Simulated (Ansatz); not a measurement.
**Molecular dynamics of C(111) slab, H on both faces (160 atoms)**

Aim: follow C(111) slab, H on both faces (160 atoms) for a short time with forces from DFT, then look at structure and electrons in the last frame.

Method: Kohn-Sham DFT, RPBE+D3(BJ), PAW (set soft_2), plane waves, in Ansatz 0.2.0.

## Step 1: Starting point

The cell holds 160 atoms: 128 C and 32 H. Its edges and angles: a = 10.089 Å, b = 10.089 Å, c = 20.873 Å, α = 90.0°, β = 90.0°, γ = 120.0°. It derives from C (diamond-structure). Diamond-structure C (a = 3.567 Å), (111) slab of 8 atomic planes, 4 x 4 surface cells, H on the broken bonds of both faces, 12 Å of vacuum; displaced by a Gaussian of 0.02 Å. Regions: slab, 128 atoms (128 C); hydrogen, 32 atoms (32 H). Vacuum lies along c.

Limits known from the start: Only the Γ point is sampled, in a cell whose shortest periodic width is 9 Å.

## Step 2: Single point at the start

A single point comes first, to see the forces before anything moves.

input.yaml

```yaml
crystal:
  lattice:
    - [10.089, 0.0, 0.0]
    - [-5.0445, 8.73733, 0.0]
    - [0.0, 0.0, 20.87308]
  atoms:
    - { symbol: C, position: [0.33221, 0.91715, 0.36535] }
    - { symbol: C, position: [0.25004, 0.00018, 0.34115] }
    - { symbol: C, position: [0.16243, 0.82963, 0.46283] }
    - { symbol: C, position: [0.33217, 0.91389, 0.43971] }
    [... 150 atom lines left out ...]
    - { symbol: H, position: [0.75237, 0.24687, 0.28638] }
    - { symbol: H, position: [0.83006, 0.16104, 0.71284] }
    - { symbol: H, position: [0.00387, 0.50325, 0.28716] }
    - { symbol: H, position: [0.08631, 0.41774, 0.71056] }
    - { symbol: H, position: [0.00789, 0.25371, 0.28929] }
    - { symbol: H, position: [0.08532, 0.16615, 0.71322] }
kpoints:
  mp_grid: { grid: [1, 1, 1] }
hamiltonian:
  xc: rpbe
  dispersion: d3bj
scf:
  occupations: { method: fermi_dirac, width: 0.05 }
output:
  forces: true
```

The run is started by

```
> ansatz run input.yaml --threads 4 --pin off --max-ram 8192MiB --backend cpu --events-out ev --progress --plain --runs-dir out
```

It took 13 s on 4 threads of Arm Neoverse V2, shared host; peak memory 2.4 GiB; 51 s of CPU time.

Numbers from this run:

```
free energy            : -32846.7875 eV
free energy per atom   : -205.2924 eV/atom
SCF cycles             : 8
r.m.s. force component : 1.002 eV/Å
longest force          : 6.078 eV/Å
Fermi energy           : 4.705 eV
```

The r.m.s. force component of 1.0 eV/Å sets the starting point.

Length of the force by element:

```
element  coordination  atoms  mean length of the force (eV/Å)  spread  least  most
      C           all    128                             1.71   0.770  0.390  6.08
      H           all     32                            0.793   0.618  0.131  3.59
```

## Step 3: Dynamics started at 900 K

A Nosé–Hoover thermostat steers the temperature while disturbing the dynamics little. The time step is 0.5 fs, short enough for the stretching of bonds to hydrogen.

input.yaml: that of step 2 with these lines changed.

```diff
@@ -16 +16,8 @@
   forces: true
+md:
+  timestep: 0.5
+  n_steps: 158
+  ensemble: nvt_nose_hoover
+  temperature: 900
+  initial_velocities: maxwell_boltzmann
+  seed: 2973
```

It took 23 min on 4 threads; peak memory 2.6 GiB; 88 min of CPU time.

The program notes that it switched symmetry off.

The trajectory, sampled:

```
time (fs)  T (K)  potential (meV/atom)  conserved (meV/atom)
      0.0    900                   0.0                  0.00
      5.5    432                  60.3                  0.22
     10.5    431                  60.6                  0.16
     16.0    583                  41.5                  0.15
     21.0    467                  56.9                  0.23
     26.5    609                  39.4                  0.15
     31.5    613                  39.6                  0.09
     37.0    531                  51.2                  0.15
     42.0    627                  39.9                  0.11
     47.5    591                  45.8                  0.12
     52.5    554                  51.7                  0.17
     58.0    610                  45.8                  0.13
     63.0    550                  54.6                  0.21
     68.5    604                  48.9                  0.17
     73.5    590                  51.7                  0.19
     79.0    582                  53.9                  0.20
```

Mean square displacement from the first frame to the last: C 0.0063 Å², H 0.037 Å².

The mean square displacement by time lag:

```
time lag (fs)   C (Å²)   H (Å²)
          0.5   2.9e-5   3.8e-4
          2.0   4.6e-4  0.00581
          3.5  0.00137   0.0161
          5.0  0.00267   0.0285
          8.5  0.00659   0.0543
         10.0  0.00835   0.0632
         11.5  0.00999   0.0717
         13.5   0.0118   0.0827
         15.0   0.0128   0.0890
         16.5   0.0135   0.0917
         18.0   0.0138   0.0896
         21.5   0.0135   0.0698
         23.0   0.0132   0.0606
         24.5   0.0128   0.0542
         26.5   0.0123   0.0510
         28.0   0.0122   0.0511
         29.5   0.0122   0.0519
         31.0   0.0124   0.0528
         34.5   0.0133   0.0583
         36.0   0.0138   0.0643
         37.5   0.0142   0.0721
         39.5   0.0147   0.0815
```

The drift taken off is the plain mean over atoms, not the centre of mass, so with hydrogen in the cell the heavy atoms' values at short lags are too large.

Over the second half of 79 fs the temperature averages 591 K with swings of 25 K r.m.s. The conserved energy stays within 0.25 meV/atom. From first frame to last H has the largest mean square displacement, 0.037 Å² at the end; the farthest move is 0.36 Å. The mean temperature of 591 K lies well off the 900 K of the input, so the thermostat hasn't yet brought the run to equilibrium. The run spans 0.08 ps, too short for its means to be equilibrium values.

## Step 4: Local order late in the run

The g(r) is a mean over the second half; what follows it is taken at the last frame.

Bonds before and after, by the cutoffs listed below:

```
pair  bonds before  bonds after  mean before (Å)  mean after (Å)  spread before (Å)  spread after (Å)
 C-C           240          240            1.545           1.545              0.027             0.045
 C-H            32           32            1.089           1.087              0.026             0.045
```

Mean of 15 frames; normalised to the volume that the atoms fill. Pair distribution functions g(r), in bins of 0.1 Å:

```
r (Å)  total   C-C   C-H   H-H
 0.95   0.01  0.00  0.04  0.00
 1.05   0.67  0.00  2.08  0.00
 1.15   0.82  0.00  2.55  0.00
 1.25   0.07  0.00  0.23  0.00
 1.35   0.00  0.00  0.00  0.00
 1.45   1.32  2.06  0.00  0.00
 1.55   4.29  6.71  0.00  0.00
 1.65   0.54  0.83  0.00  0.00
 1.75   0.00  0.00  0.00  0.00
 1.85   0.00  0.00  0.00  0.00
 1.95   0.04  0.00  0.13  0.03
 2.05   0.30  0.00  0.91  0.17
 2.15   0.57  0.00  1.68  0.73
 2.25   0.39  0.00  0.96  2.15
 2.35   0.34  0.20  0.21  3.57
 2.45   2.63  3.80  0.10  4.16
 2.55   3.90  5.52  0.43  5.64
 2.65   0.85  0.54  1.12  3.64
 2.75   0.61  0.04  1.59  1.98
 2.85   1.24  1.35  1.07  0.75
 2.95   2.83  4.20  0.41  0.21
 3.05   0.81  1.20  0.13  0.04
 3.15   0.08  0.02  0.22  0.01
 3.25   0.17  0.00  0.52  0.00
 3.35   0.27  0.01  0.83  0.00
 3.45   0.59  0.41  1.02  0.00
 3.55   0.95  1.25  0.46  0.00
 3.65   0.33  0.48  0.08  0.00
 3.75   0.27  0.38  0.08  0.00
 3.85   1.58  2.26  0.43  0.01
 3.95   1.01  1.25  0.64  0.09
 4.05   0.26  0.06  0.66  0.35
 4.15   0.34  0.05  0.87  0.87
 4.25   0.99  0.95  1.00  1.51
 4.35   2.52  3.43  0.79  1.75
 4.45   1.17  1.38  0.69  1.49
 4.55   0.99  1.12  0.72  1.03
 4.65   1.29  1.66  0.64  0.50
 4.75   0.32  0.28  0.39  0.42
 4.85   0.19  0.05  0.41  0.75
 4.95   0.62  0.58  0.62  1.25
 5.05   1.13  1.30  0.77  1.33
 5.15   0.80  0.81  0.73  1.13
 5.25   1.65  2.07  0.96  0.61
```

Bonds by pair of elements; cutoffs follow the first minimum of g(r), held within bounds set by covalent radii, and pairs that aren't listed don't count as bonded:

```
pair A-B  cutoff (Å)  bonds  mean length (Å)  spread (Å)  shortest (Å)  B about A  A about B
     C-C        1.85    240             1.54       0.045          1.43       3.75       3.75
     C-H        1.34     32             1.09       0.045         0.999       0.25          1
```

How many atoms have how many bonded neighbours:

```
element  mean   1    4
      C     4   0  128
      H     1  32    0
```

Bond angles, per cent of each kind in bins of 5°:

```
angle (°)  C-C-C  C-C-H
   95–100    0.0    5.2
  100–105    6.9   15.6
  105–110   49.3   41.7
  110–115   42.4   22.9
  115–120    1.5   10.4
  120–125    0.0    4.2
```

Bond angles (no mean is given where the spread exceeds 20°):

```
angle  count  mean (°)  spread (°)
C-C-C    672       110         2.9
C-C-H     96       109         5.4
```

Counting bonds as in the table, all C atoms have 4 and all H atoms have 1 bonded neighbour. The C-C-C angle averages 110° with a spread of 3°.

## Step 5: Single point at the last frame

The last frame is solved again with fuller output, to read the electronic structure of a thermally displaced geometry.

input.yaml

```yaml
crystal:
  lattice:
    - [10.089, 0.0, 0.0]
    - [-5.0445, 8.73733, 0.0]
    - [0.0, 0.0, 20.87308]
  atoms:
    - { symbol: C, position: [0.32905, 0.91299, 0.36145] }
    - { symbol: C, position: [0.24176, 0.00377, 0.33429] }
    - { symbol: C, position: [0.16682, 0.8305, 0.46479] }
    - { symbol: C, position: [0.33502, 0.92056, 0.43674] }
    [... 150 atom lines left out ...]
    - { symbol: H, position: [0.76862, 0.25095, 0.28989] }
    - { symbol: H, position: [0.82264, 0.15928, 0.70892] }
    - { symbol: H, position: [0.00821, 0.51823, 0.29128] }
    - { symbol: H, position: [0.07268, 0.38611, 0.70751] }
    - { symbol: H, position: [0.97856, 0.25093, 0.28923] }
    - { symbol: H, position: [0.05294, 0.17159, 0.71091] }
kpoints:
  mp_grid: { grid: [1, 1, 1] }
hamiltonian:
  xc: rpbe
  dispersion: d3bj
scf:
  occupations: { method: fermi_dirac, width: 0.05 }
output:
  forces: true
  populations: true
  dos:
    method: { smearing: { sigma: 0.1 } }
    de: 0.1
    projected:
      site_lists:
        C: [C]
        H: [H]
        hydrogen: [128, 129, 130, 131, 132, 133, 134, 135, 136, 137, 138, 139, 140, 141, 142, 143, 144, 145, 146, 147, 148, 149, 150, 151, 152, 153, 154, 155, 156, 157, 158, 159]
  eigenvalues: true
  write_density: true
  write_potential: true
  volumetric_format: npy
  elf: true
```

Elapsed: 35 s, on 4 threads; peak memory 2.5 GiB; 2.3 min of CPU time.

The program notes that the exchange-correlation potential is rough where the density is thin.

The run gave:

- free energy: -32838.1688 eV
- free energy per atom: -205.2386 eV/atom
- SCF cycles: 8
- r.m.s. force component: 1.5 eV/Å
- longest force: 6.925 eV/Å
- Fermi energy: 4.693 eV
- gap (highest filled to lowest empty level): 2.481 eV
- potential in mid-vacuum, over the Fermi level: 2.113 eV
- potential 4.5 Å over the upper face: 2.109 eV
- potential 4.5 Å under the lower face: 2.118 eV
- spilling of the projection: 0.005077

Length of the force by element:

```
element  coordination  atoms  mean length of the force (eV/Å)  spread  least  most
      C           all    128                             2.52    1.14  0.455  6.93
      H           all     32                             1.52   0.920  0.277  4.29
```

Löwdin charges by element (they lack the spilled electrons, 0.017 e an atom on average):

```
element  coordination  atoms  mean charge (e)  spread   least    most
      C           all    128          -0.0168  0.0682  -0.164  0.0482
      H           all     32            0.153  0.0189   0.105   0.192
```

By region:

```
  region  atoms  mean length of the force (eV/Å)
    slab    128                             2.52
hydrogen     32                             1.52
```

States in the cell by windows of 1 eV, zero at the Fermi level; the larger projections on atomic orbitals stand beside the total:

```
from (eV)  to (eV)  total   C p  C s  H s  hydrogen
      -10       -9   25.2  22.3  1.7  1.1       1.1
       -9       -8   47.3  39.5  5.1  2.5       2.5
       -8       -7   54.2  44.4  5.3  4.3       4.3
       -7       -6   39.2  34.8  2.1  2.3       2.3
       -6       -5   51.5  45.9  2.2  3.3       3.3
       -5       -4   45.0  41.3  0.7  2.9       2.9
       -4       -3   25.9  25.0  0.2  0.7       0.7
       -3       -2   21.6  20.3  0.3  1.0       1.0
       -2       -1    6.1   6.0  0.0  0.0       0.0
       -1        1    0.0   0.0  0.0  0.0       0.0
        1        2    4.0   0.4  0.1  0.7       0.7
        2        3   25.2   3.3  2.1  5.3       5.3
        3        4   16.2   7.1  4.3  0.7       0.7
        4        5   41.4  15.9  8.0  2.0       2.0
```

Between -23 and -10 eV lie 228 more states.

The levels nearest the highest filled one (over half full), pooled over k-points and spins:

```
level less the highest filled one (eV)  occupation
                                 -1.42           2
                                 -1.05           2
                                -0.913           2
                                -0.672           2
                               -0.0523           2
                                     0           2
                                  2.48           0
                                  2.53           0
                                  3.78           0
                                  3.85           0
                                  3.88           0
                                  3.90           0
```

Planar average of the electrostatic potential energy along the normal, with the Fermi level as zero, after a running mean with a triangular window 4 Å wide at its base:

```
height (Å)  potential energy (eV)
       0.0                   2.11
       0.6                   2.12
       1.2                   2.12
       1.7                   2.12
       2.3                   2.12
       2.9                   2.11
       3.6                   2.05
       4.2                   1.77
       4.8                   1.06
       5.4                  -0.81
       5.9                  -4.00
       6.5                  -7.29
       7.1                 -10.23
       7.7                 -11.90
       8.3                 -12.21
       8.8                 -12.28
       9.4                 -12.32
      10.0                 -12.30
      10.7                 -12.30
      11.3                 -12.34
      11.9                 -12.28
      12.5                 -12.18
      13.0                 -11.99
      13.6                 -10.72
      14.2                  -8.04
      14.8                  -4.84
      15.4                  -1.54
      15.9                   0.71
      16.5                   1.62
      17.1                   1.99
      17.8                   2.09
      18.4                   2.10
      19.0                   2.11
      19.6                   2.11
      20.1                   2.11
      20.7                   2.11
```

Mean Löwdin charges: C -0.02, H +0.15 e (they miss 0.51 % of the electrons, so they add up to more than the cell's charge). Charges this small depend on the projection, at times even in sign. The potential stands 3.35 eV above the highest filled level over the upper face and 3.36 eV under the lower one, a reading of the ionisation potential at this level on the run's k-points.

## Step 6: Summary of results

* mean temperature, second half: 590.6 K
* temperature swing, second half: 24.99 K
* slope of the conserved energy against time, by least squares: 0.3779 meV/atom/ps
* free energy per atom: -205.2386 eV/atom
* r.m.s. force component: 1.5 eV/Å
* gap (highest filled to lowest empty level): 2.481 eV
* potential in mid-vacuum, over the Fermi level: 2.113 eV
* wall time of the 3 DFT runs: 23 min

In words: Over the second half of 79 fs the temperature averages 591 K with swings of 25 K r.m.s. The conserved energy stays within 0.25 meV/atom. The mean temperature of 591 K lies well off the 900 K of the input, so the thermostat hasn't yet brought the run to equilibrium. The run spans 0.08 ps, too short for its means to be equilibrium values. Counting bonds as in the table, all C atoms have 4 and all H atoms have 1 bonded neighbour. Filled and empty levels are parted by 2.48 eV at Γ alone; the mesh holds the band edges only if they fold onto it, so the gap at this level can be narrower or closed, and states at the surface or the caps may set it. The potential stands 3.35 eV above the highest filled level over the upper face and 3.36 eV under the lower one, a reading of the ionisation potential at this level on the run's k-points.

[Logs are printed without paths, hosts, clocks, repeated set-up lines and the standing remarks that a program may print on its own settings, such as how far it seeks lower states.]

[Hosts, paths, dates, database ids (printed as entryN), source tags and the programs' standing remarks are cut or masked in the printed files.]
